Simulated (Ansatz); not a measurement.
**ZnAs2Pb2, from a guessed structure to a relaxed one**

Starting from a made-up structure for ZnAs2Pb2, the aim is the relaxed cell, its shortest contacts and, where a second run follows, its electronic structure.

Calculated with Ansatz 0.2.0; DFT, PBE, plane-wave PAW, files of the set soft_1, scalar-relativistic, no spin, cell and ions relaxed at zero pressure; PAW set soft_1, in the first sound run; inputs show where later runs differ.

## 1. Starting point

It takes space group P-6m2 (No. 187, hexagonal). Conventional cell: a = 4.023 Å, b = 4.023 Å, c = 7.749 Å, α = 90.00°, β = 90.00°, γ = 120.00°. Nearest to Pb lie 6 As at 2.82 to 3.25 Å and 1 Pb at 3.20 Å and 3 Zn at 3.25 Å. Nearest to As lie 3 Zn at 2.32 Å and 6 Pb at 3.25 Å. Nearest to As lie 6 Pb at 2.82 Å. Zn has 3 As at 2.32 Å nearest. Farther neighbours are not listed.

## 2. Relaxing cell and atoms

The guessed cell has no reason to be at equilibrium. It is relaxed with the atoms, within the space group of the guess.

input.yaml

```yaml
crystal:
  lattice:
    - [4.023, 0.0, 0.0]
    - [-2.0115, 3.484020199, 0.0]
    - [0.0, 0.0, 7.749]
  atoms:
    - { symbol: Pb, position: [0.0, 0.0, 0.2933] }
    - { symbol: Pb, position: [0.0, 0.0, 0.7067] }
    - { symbol: As, position: [0.333333333, 0.666666667, 0.0] }
    - { symbol: As, position: [0.666666667, 0.333333333, 0.5] }
    - { symbol: Zn, position: [0.666666667, 0.333333333, 0.0] }
kpoints:
  mp_grid: { grid: [8, 8, 4] }
scf:
  occupations: { method: fermi_dirac, width: 0.05 }
hamiltonian:
  xc: pbe
  pseudopotentials: { kind: paw, azcp: { folder: soft_1 } }
relax:
  f_tol: 0.015
  max_steps: 70
  cell: {}
output:
  forces: true
  stress: true
```

The run is started by

```bash
ansatz run input.yaml --threads 4 --pin off --max-ram 8192MiB --backend cpu --events-out ev --progress --plain --runs-dir out
```

Numbers of over 12 decimals in the logs are rounded to 6 here.

The log of the run:

```text
Engine: ansatz 0.2.0, aarch64-unknown-linux-gnu
Pseudopotentials: kind: paw
Pseudopotential: Pb, paw, valence charge 14, recommended cutoff 420 eV (normal), soft_1/Pb.paw.azcp
Pseudopotential: As, paw, valence charge 15, recommended cutoff 420 eV (normal), soft_1/As.paw.azcp
Pseudopotential: Zn, paw, valence charge 12, recommended cutoff 420 eV (normal), soft_1/Zn.paw.azcp
Functional definition: PBE
  parameter kappa = 0.804
  parameter beta = 0.066725
  exchange = pbe_x(kappa = kappa, mu = beta*pi^2/3)
  correlation = pbe_c(beta = beta)
Crystal: 5 atoms, lattice volume = 108.612 Å³
Basis set: ecut = 420 eV, 2125 PW (Γ), exchange–correlation on 54×54×108 points (8 copies of the dense FFT grid, shifted against one another)
Bands: 42, of which v1, the nominal top of the filled ones, is band 35 counted from 1 (34 counted from 0)
Symmetry: 12 space group operations
Space group: P-6m2 (ITA 187), of the structure as read, at distance tolerance 4.8e-5 Å
k-points: 30 of 256 (time reversal used)
Non-local potential: Pb, projectors of the file, l = 0: 2, l = 1: 2, l = 2: 2, l = 3: 1
Non-local potential: As, projectors of the file, l = 0: 2, l = 1: 2, l = 2: 3, l = 3: 1
Non-local potential: Zn, projectors of the file, l = 0: 2, l = 1: 2, l = 2: 3, l = 3: 1
PAW form: soft (Blöchl's): semilocal exchange-correlation on the pseudo side does not see the compensation charge
PAW one-centre angular grid: Pb, 590 points (default); XC on 64 Gauss nodes
PAW one-centre angular grid: As, 590 points (default); XC on 64 Gauss nodes
PAW one-centre angular grid: Zn, 590 points (default); XC on 64 Gauss nodes
Initial density: superposition of atomic densities (chi_scale 0.1, normalization cell, long waves kept (reshape's long-wave potential 0.32 eV rms))
Initial wavefunctions: pseudopotential atomic-orbital guess
Functional: x = pbe(κ = 0.804, μ = 0.219515), c = pbe(β = 0.066725)
SCF iter   1: F=—  HF=-36849.909864 eV  |F-HF|=—  |Δ(HF+E_count)|=         —  Δρ=4.48e-2  dr2=6.62e0  ethr=3.10e-3  ⟨swp⟩=8.0  Hψ=5781  notcnv=0  defer=4
preconditioner: auto → Resta (q_TF=auto, 2.536 Å⁻¹)  ε∞=4.3  [insulator: Δε(μ)=0.136 eV  Ē_g=13.784 eV  σ=0.050 eV  W_gap=0.55  n_scr=36 (ndim 8)  ℏωp=25.2 eV  f_vac=0.000  D(μ)=1.37/eV (n_scr^D=2)  ε∞_Penn≈4.3]
SCF iter   2: F=—  HF=-36848.515031 eV  |F-HF|=—  |Δ(HF+E_count)|=    1.39e0  Δρ=1.79e-2  dr2=7.53e-1  ethr=3.10e-3  ⟨swp⟩=3.1  Hψ=2231  notcnv=0  defer=36
preconditioner: auto → Kerker (q_TF=auto, 2.536 Å⁻¹)  [metal: Δε(μ)=0.034 eV  Ē_g=13.761 eV  σ=0.050 eV  W_gap=0.17  n_scr=36 (ndim 8)  ℏωp=25.2 eV  f_vac=0.000  D(μ)=1.09/eV (n_scr^D=2)]
SCF iter   3: F=—  HF=-36848.312000 eV  |F-HF|=—  |Δ(HF+E_count)|=   2.03e-1  Δρ=1.10e-2  dr2=2.00e-1  ethr=1.08e-3  ⟨swp⟩=2.9  Hψ=2104  notcnv=0  defer=42
SCF iter   4: F=—  HF=-36848.257552 eV  |F-HF|=—  |Δ(HF+E_count)|=   5.44e-2  Δρ=6.76e-3  dr2=5.17e-2  ethr=2.86e-4  ⟨swp⟩=3.1  Hψ=1929  notcnv=0  defer=42
SCF iter   5: F=—  HF=-36848.249448 eV  |F-HF|=—  |Δ(HF+E_count)|=   8.10e-3  Δρ=1.52e-3  dr2=3.25e-3  ethr=7.38e-5  ⟨swp⟩=2.1  Hψ=2021  notcnv=0  defer=41
SCF iter   6: F=—  HF=-36848.249142 eV  |F-HF|=—  |Δ(HF+E_count)|=   3.06e-4  Δρ=7.00e-4  dr2=6.18e-4  ethr=4.65e-6  ⟨swp⟩=2.0  Hψ=2271  notcnv=0  defer=41
SCF iter   7: F=—  HF=-36848.249297 eV  |F-HF|=—  |Δ(HF+E_count)|=   1.56e-4  Δρ=3.37e-4  dr2=1.54e-4  ethr=8.82e-7  ⟨swp⟩=2.0  Hψ=2266  notcnv=0  defer=41
SCF iter   8: F=—  HF=-36848.249352 eV  |F-HF|=—  |Δ(HF+E_count)|=   5.52e-5  Δρ=1.14e-4  dr2=2.63e-5  ethr=2.20e-7  ⟨swp⟩=2.0  Hψ=2120  notcnv=0  defer=41
SCF iter   9: F=—  HF=-36848.249340 eV  |F-HF|=—  |Δ(HF+E_count)|=   1.24e-5  Δρ=5.23e-5  dr2=4.54e-6  ethr=3.76e-8  ⟨swp⟩=2.0  Hψ=2122  notcnv=0  defer=41
SCF iter  10: F=—  HF=-36848.249340 eV  |F-HF|=—  |Δ(HF+E_count)|=   6.08e-8  Δρ=3.99e-5  dr2=1.76e-6  ethr=6.49e-9  ⟨swp⟩=2.0  Hψ=2121  notcnv=0  defer=41
SCF iter  11: F=—  HF=-36848.249340 eV  |F-HF|=—  |Δ(HF+E_count)|=   6.85e-8  Δρ=1.19e-5  dr2=3.39e-7  ethr=2.51e-9  ⟨swp⟩=2.0  Hψ=2095  notcnv=0  defer=41
SCF iter  12: F=-36848.249340 eV  HF=-36848.249340 eV  |F-HF|=2.77e-8  |Δ(HF+E_count)|=   5.90e-8  Δρ=4.54e-6  dr2=5.46e-8  ethr=1.43e-10  ⟨swp⟩=5.0  Hψ=4690  notcnv=0
SCF 1 converged in 12 iterations: F = -36848.249340 eV  dr2 = 5.46e-8
  greatest PAW one-centre occupation: 0.999 electrons in one spin orbital (limit 2), on the As atom at site 2 (counted from 0), in its partial waves of l = 2
relax step   1: F+E_penalty+E_count = -36848.24933993 eV  Δ(F+E_penalty+E_count) = +0.000e0 eV  max|allowed force component| = 1.010e0 eV/Å  Δτ_max = 0.0000 Å  P = +16.241 GPa  Ω = 108.612 Å³  (12 SCF iters, dr2 threshold 1.00e-7 eV, accepted)
Crystal: 5 atoms, lattice volume = 121.482 Å³
Basis set: ecut = 420 eV, 2349 PW (Γ), exchange–correlation on 54×54×108 points (8 copies of the dense FFT grid, shifted against one another)
Initial density: handed on by an earlier stage of this run
Initial wavefunctions: those handed on with the density
iter 1 solved again at ethr=4.49e-4 eV; its pass at ethr=3.10e-3 eV (dr2=3.14e-1 eV) is discarded
SCF iter   1: F=—  HF=-36849.139881 eV  |F-HF|=—  |Δ(HF+E_count)|=         —  Δρ=5.42e-3  dr2=3.16e-1  ethr=4.49e-4  ⟨swp⟩=1.6  Hψ=7889  notcnv=0
preconditioner: auto → LDOS  [metal: Δε(μ)=0.021 eV  Ē_g=13.414 eV  σ=0.050 eV  W_gap=0.10  n_scr=36 (ndim 8)  ℏωp=23.8 eV  f_vac=0.015  D(μ)=1.30/eV (n_scr^D=2)  β→1.0]
SCF iter   2: F=—  HF=-36849.119207 eV  |F-HF|=—  |Δ(HF+E_count)|=   2.07e-2  Δρ=5.78e-3  dr2=1.66e-1  ethr=4.49e-4  ⟨swp⟩=3.8  Hψ=2461  notcnv=0
SCF iter   3: F=—  HF=-36849.087976 eV  |F-HF|=—  |Δ(HF+E_count)|=   3.12e-2  Δρ=1.19e-3  dr2=3.56e-3  ethr=2.37e-4  ⟨swp⟩=3.0  Hψ=2587  notcnv=0  defer=40
SCF iter   4: F=—  HF=-36849.086141 eV  |F-HF|=—  |Δ(HF+E_count)|=   1.84e-3  Δρ=4.75e-4  dr2=2.75e-4  ethr=5.08e-6  ⟨swp⟩=2.0  Hψ=2273  notcnv=0  defer=40
SCF iter   5: F=—  HF=-36849.085872 eV  |F-HF|=—  |Δ(HF+E_count)|=   2.68e-4  Δρ=1.75e-4  dr2=4.11e-5  ethr=3.93e-7  ⟨swp⟩=2.0  Hψ=2272  notcnv=0  defer=40
SCF iter   6: F=—  HF=-36849.085852 eV  |F-HF|=—  |Δ(HF+E_count)|=   1.98e-5  Δρ=2.89e-4  dr2=5.56e-5  ethr=5.87e-8  ⟨swp⟩=2.0  Hψ=2272  notcnv=0  defer=40
SCF iter   7: F=—  HF=-36849.085832 eV  |F-HF|=—  |Δ(HF+E_count)|=   2.04e-5  Δρ=3.08e-5  dr2=9.16e-7  ethr=5.87e-8  ⟨swp⟩=2.0  Hψ=1608  notcnv=0  defer=40
SCF iter   8: F=-36849.085832 eV  HF=-36849.085832 eV  |F-HF|=3.27e-8  |Δ(HF+E_count)|=   2.64e-7  Δρ=7.65e-6  dr2=5.41e-8  ethr=7.14e-10  ⟨swp⟩=5.0  Hψ=4964  notcnv=0
SCF 2 converged in 8 iterations: F = -36849.085832 eV  dr2 = 5.41e-8
relax step   2: F+E_penalty+E_count = -36849.08583241 eV  Δ(F+E_penalty+E_count) = -8.365e-1 eV  max|allowed force component| = 4.430e-1 eV/Å  Δτ_max = 0.0752 Å  P = +4.985 GPa  Ω = 121.482 Å³  energy of the carried Pulay correction = -3.569e-3 eV  (8 SCF iters, dr2 threshold 5.00e-7 eV, accepted)
Crystal: 5 atoms, lattice volume = 130.143 Å³
Basis set: ecut = 420 eV, 2565 PW (Γ), exchange–correlation on 54×54×108 points (8 copies of the dense FFT grid, shifted against one another)
iter 1 solved again at ethr=1.98e-5 eV; its pass at ethr=3.10e-3 eV (dr2=1.39e-2 eV) is discarded
SCF iter   1: F=—  HF=-36849.275569 eV  |F-HF|=—  |Δ(HF+E_count)|=         —  Δρ=2.59e-3  dr2=1.43e-2  ethr=1.98e-5  ⟨swp⟩=2.2  Hψ=8555  notcnv=0
preconditioner: auto → LDOS  [metal: Δε(μ)=0.063 eV  Ē_g=13.210 eV  σ=0.050 eV  W_gap=0.29  n_scr=36 (ndim 8)  ℏωp=23.0 eV  f_vac=0.016  D(μ)=1.13/eV (n_scr^D=2)  β→1.0]
SCF iter   2: F=—  HF=-36849.276602 eV  |F-HF|=—  |Δ(HF+E_count)|=   1.03e-3  Δρ=2.85e-3  dr2=1.38e-2  ethr=1.98e-5  ⟨swp⟩=2.2  Hψ=2512  notcnv=0
SCF iter   3: F=—  HF=-36849.272828 eV  |F-HF|=—  |Δ(HF+E_count)|=   3.77e-3  Δρ=1.06e-3  dr2=9.39e-4  ethr=1.97e-5  ⟨swp⟩=2.0  Hψ=2284  notcnv=0
SCF iter   4: F=—  HF=-36849.272537 eV  |F-HF|=—  |Δ(HF+E_count)|=   2.90e-4  Δρ=2.86e-4  dr2=9.34e-5  ethr=1.34e-6  ⟨swp⟩=2.0  Hψ=2474  notcnv=0  defer=1
SCF iter   5: F=—  HF=-36849.272478 eV  |F-HF|=—  |Δ(HF+E_count)|=   5.90e-5  Δρ=6.07e-5  dr2=4.65e-6  ethr=1.33e-7  ⟨swp⟩=2.0  Hψ=2268  notcnv=0  defer=1
SCF iter   6: F=—  HF=-36849.272481 eV  |F-HF|=—  |Δ(HF+E_count)|=   2.36e-6  Δρ=2.92e-5  dr2=7.44e-7  ethr=6.64e-9  ⟨swp⟩=2.0  Hψ=2272  notcnv=0  defer=1
SCF iter   7: F=-36849.272481 eV  HF=-36849.272481 eV  |F-HF|=4.71e-9  |Δ(HF+E_count)|=   7.39e-8  Δρ=5.31e-6  dr2=3.95e-8  ethr=7.14e-10  ⟨swp⟩=5.0  Hψ=5490  notcnv=0
SCF 3 converged in 7 iterations: F = -36849.272481 eV  dr2 = 3.95e-8
relax step   3: F+E_penalty+E_count = -36849.27248080 eV  Δ(F+E_penalty+E_count) = -1.866e-1 eV  max|allowed force component| = 6.625e-2 eV/Å  Δτ_max = 0.0625 Å  P = +1.138 GPa  Ω = 130.143 Å³  energy of the carried Pulay correction = -5.755e-3 eV  (7 SCF iters, dr2 threshold 5.00e-7 eV, accepted)
[...]
relax step   4: F+E_penalty+E_count = -36849.30001934 eV  Δ(F+E_penalty+E_count) = -2.754e-2 eV  max|allowed force component| = 6.081e-2 eV/Å  Δτ_max = 0.0356 Å  P = -0.454 GPa  Ω = 135.299 Å³  energy of the carried Pulay correction = -6.984e-3 eV  (7 SCF iters, dr2 threshold 5.00e-7 eV, accepted)
[...]
relax step   5: F+E_penalty+E_count = -36849.30240337 eV  Δ(F+E_penalty+E_count) = -2.384e-3 eV  max|allowed force component| = 5.367e-2 eV/Å  Δτ_max = 0.0167 Å  P = +0.170 GPa  Ω = 134.190 Å³  energy of the carried Pulay correction = -6.724e-3 eV  (6 SCF iters, dr2 threshold 5.00e-7 eV, accepted)
[...]
relax step   6: F+E_penalty+E_count = -36849.30306644 eV  Δ(F+E_penalty+E_count) = -6.631e-4 eV  max|allowed force component| = 5.213e-3 eV/Å  Δτ_max = 0.0083 Å  P = +0.000 GPa  Ω = 134.369 Å³  energy of the carried Pulay correction = -6.766e-3 eV  (6 SCF iters, dr2 threshold 1.80e-7 eV, accepted)
[...]
relax step   7: F+E_penalty+E_count = -36849.31236777 eV  Δ(F+E_penalty+E_count) = -9.301e-3 eV  max|allowed force component| = 5.726e-3 eV/Å  Δτ_max = 0.0000 Å  P = +0.077 GPa  Ω = 134.369 Å³  stress off target by 1.31e-1 GPa  SCF on the basis re-selected at this cell (its energy is not comparable with the rows above)  (8 SCF iters)
[...]
relax step   8: F+E_penalty+E_count = -36849.31246961 eV  Δ(F+E_penalty+E_count) = -1.018e-4 eV  max|allowed force component| = 6.542e-4 eV/Å  Δτ_max = 0.0032 Å  P = +0.003 GPa  Ω = 134.691 Å³  energy of the carried Pulay correction = -7.569e-5 eV  (6 SCF iters, dr2 threshold 4.27e-8 eV, accepted)
iter 1 solved again at ethr=1.78e-7 eV; its pass at ethr=3.10e-3 eV (dr2=1.25e-4 eV) is discarded
SCF iter   1: F=—  HF=-36849.312429 eV  |F-HF|=—  |Δ(HF+E_count)|=         —  Δρ=6.77e-5  dr2=1.34e-7  ethr=1.78e-7  ⟨swp⟩=3.0  Hψ=8749  notcnv=0
preconditioner: auto → LDOS  [metal: Δε(μ)=0.048 eV  Ē_g=13.090 eV  σ=0.050 eV  W_gap=0.23  n_scr=36 (ndim 8)  ℏωp=22.6 eV  f_vac=0.012  D(μ)=1.22/eV (n_scr^D=2)  β→1.0]
SCF iter   2: F=—  HF=-36849.312542 eV  |F-HF|=—  |Δ(HF+E_count)|=   1.13e-4  Δρ=9.01e-6  dr2=5.90e-8  ethr=1.92e-10  ⟨swp⟩=2.1  Hψ=2319  notcnv=0
SCF iter   3: F=—  HF=-36849.312542 eV  |F-HF|=—  |Δ(HF+E_count)|=   9.59e-9  Δρ=1.20e-5  dr2=1.06e-7  ethr=8.43e-11  ⟨swp⟩=2.0  Hψ=1698  notcnv=0
SCF iter   4: F=—  HF=-36849.312542 eV  |F-HF|=—  |Δ(HF+E_count)|=   1.98e-8  Δρ=1.04e-6  dr2=7.29e-10  ethr=8.43e-11  ⟨swp⟩=2.0  Hψ=1628  notcnv=0
SCF iter   5: F=-36849.312542 eV  HF=-36849.312542 eV  |F-HF|=0.00e0  |Δ(HF+E_count)|=   3.49e-9  Δρ=8.78e-8  dr2=9.38e-12  ethr=1.00e-12  ⟨swp⟩=3.8  Hψ=5172  notcnv=0
SCF 9 converged in 5 iterations: F = -36849.312542 eV  dr2 = 9.38e-12
relax step   9: F+E_penalty+E_count = -36849.31254243 eV  Δ(F+E_penalty+E_count) = -7.282e-5 eV  max|allowed force component| = 6.826e-4 eV/Å  Δτ_max = 0.0000 Å  P = +0.003 GPa  Ω = 134.691 Å³  stress off target by 1.34e-2 GPa  SCF on the basis re-selected at this cell (its energy is not comparable with the rows above)  (5 SCF iters)
basis re-selected at this cell: Δ(F+E_penalty+E_count) = -7.282e-5 eV, ΔP = -0.000 GPa vs the last step (what re-selecting the basis moved, of the pressure what is left beyond the Pulay correction that the steps carried, after the strain that the cell walked since its last selection, with what the two solves' SCF thresholds leave and, on support functions, any second-order correction that the steps lacked; it is no m [...]
SCF converged after 5 iterations
Free energy (F): -36849.312542 eV
Harris-Foulkes:  -36849.312542 eV  (|F-HF|=0.00e0)
Internal energy: -36849.303303 eV  (E = F + TS)
E sigma→0 (E₀):  -36849.307923 eV
Entropy (-TS):   -0.009240 eV (-1.848 meV/atom)
Fermi energy:    8.823336 eV
--- Per-component energies (eV) ---
  E_band       = -600.796340
  E_kinetic    = 924.192087
  E_local      = -8522.298548  (includes V_loc(G=0)·N_el)
  E_nonlocal   = 642.029015
  E_hartree    = 4003.118069
  E_xc         = -630.036886
  E_vxc        = -473.061550  (∫ρ·V_xc dr)
  E_paw        = -26707.290268  (= ΣΔE_a)
  E_vpaw       = -1177.893276  (= ΣTr[D̂ρ^β])
  E_aug_tail   = -0.000276  (compensation charges beyond the density's cutoff)
  E_ewald      = -6559.016496
  E_smearing   = -0.009240  (= −TS)
  E_closure    = 0.000000  (closes the sum)
  Σ components = -36849.312542   (vs F -36849.312542, Δ=0.00e0)
--- Forces (eV/Å), atoms counted from 1 ---
  atom   1  Pb     0.00000000    -0.00000000     0.00068256
  atom   2  Pb    -0.00000000    -0.00000000    -0.00068256
  atom   3  As    -0.00000000    -0.00000000    -0.00000000
  atom   4  As    -0.00000000     0.00000000     0.00000000
  atom   5  Zn     0.00000000     0.00000000     0.00000000
  max |Σ_I F_I| component: 7.40e-17 eV/Å
--- Stress (GPa, compression-positive) ---
       -0.002017       0.000000       0.000000
        0.000000      -0.002017       0.000000
        0.000000       0.000000       0.013409
  P = ⅓ Tr σ = 0.0031 GPa (0.031 kbar)
--- Relaxed structure (7 steps of the walk, 7 accepted, 2 SCFs on fresh bases) ---
  F+E_penalty+E_count = -36849.31254243 eV   max|allowed force component| = 6.826e-4 eV/Å   (the final SCF, on the basis selected at the relaxed cell)
  cell:  # Å, volume = 134.6906 Å³
    - [4.246531, 0, 0.0]
    - [-2.123265, 3.677604, 0.0]
    - [0.0, 0.0, 8.624583]
  atoms:
    - { symbol: Pb, position: [-7.401486829111084e-18, 7.401486829111084e-18, 0.297751] }
    - { symbol: Pb, position: [-7.401486829111084e-18, 7.401486829111082e-18, 0.702249] }
    - { symbol: As, position: [0.333333, 0.666667, 0.0] }
    - { symbol: As, position: [0.666667, 0.333333, 0.5] }
    - { symbol: Zn, position: [0.666667, 0.333333, 0.0] }
```

Run time: 38 s. Hardware: 4 threads of Arm Neoverse V1, shared host; peak memory 0.52 GiB.

Relaxation path:

```tsv
step	energy less that of the first step (eV)	largest force component (eV/Å)	pressure (GPa)	volume (Å³)
1	0.0000	1.0103	16.24	108.61
2	-0.8365	0.4430	4.99	121.48
3	-1.0231	0.0662	1.14	130.14
4	-1.0507	0.0608	-0.45	135.30
5	-1.0531	0.0537	0.17	134.19
6	-1.0537	0.0052	0.00	134.37
7*	-1.0630	0.0057	0.08	134.37
8	-1.0631	0.0007	0.00	134.69
9*	-1.0632	0.0007	0.00	134.69
```

Relaxation steps marked * repeat the geometry before them on a plane-wave basis chosen anew for their cell, so energy and pressure can jump there.

Forces are held to the 12 operations that the run works with; a distortion that breaks them can't arise in this run.

```tsv
conventional cell, symmetrised	before	after	change
a (Å)	4.023	4.247	+5.6 %
b (Å)	4.023	4.247	+5.6 %
c (Å)	7.749	8.625	+11.3 %
volume (Å³/atom)	21.72	26.94	+24.0 %
```

The atoms that moved most (Å, as changes of fractional coordinates times the final cell):

```tsv
atom	dx	dy	dz	length
Pb2	0.000	0.000	-0.038	0.038
Pb1	0.000	0.000	0.038	0.038
```

Final coordinates:

```cif
data_structure
_symmetry_space_group_name_H-M 'P 1'
_symmetry_Int_Tables_number 1
_cell_length_a 4.2465
_cell_length_b 4.2465
_cell_length_c 8.6246
_cell_angle_alpha 90.000
_cell_angle_beta 90.000
_cell_angle_gamma 120.000
_cell_volume 134.69
loop_
_atom_site_label
_atom_site_type_symbol
_atom_site_fract_x
_atom_site_fract_y
_atom_site_fract_z
_atom_site_occupancy
Pb1 Pb 0.00000 0.00000 0.29775 1
Pb2 Pb 0.00000 0.00000 0.70225 1
As3 As 0.33333 0.66667 0.00000 1
As4 As 0.66667 0.33333 0.50000 1
Zn5 Zn 0.66667 0.33333 0.00000 1
```

Numbers from this step:

| Quantity | Value |
| --- | --- |
| free energy | -36849.3125 eV |
| energy at zero smearing | -36849.3079 eV |
| smearing term TS | 0.009240 eV |
| Fermi energy | 8.823 eV |
| electrons | 70 |
| symmetry operations | 12 |
| pressure | 0.003125 GPa |

Shortest distances by pair of elements, guess and relaxed (not always the same contact):

```tsv
pair	guess (Å)	relaxed (Å)
As–Zn	2.323	2.452
As–Pb	2.821	3.009
Pb–Pb	3.203	3.489
Pb–Zn	3.250	3.550
As–As	4.023	4.247
```

The relaxation ends with a largest force component of 6.8e-4 eV/Å and a pressure of 0.00 GPa.

[end of part 1 of 2]

[Logs are printed without paths, hosts, clocks, repeated set-up lines and the standing remarks that a program may print on its own settings, such as how far it seeks lower states.]

[Hosts, paths, dates, database ids (printed as entryN), source tags and the programs' standing remarks are cut or masked in the printed files.]
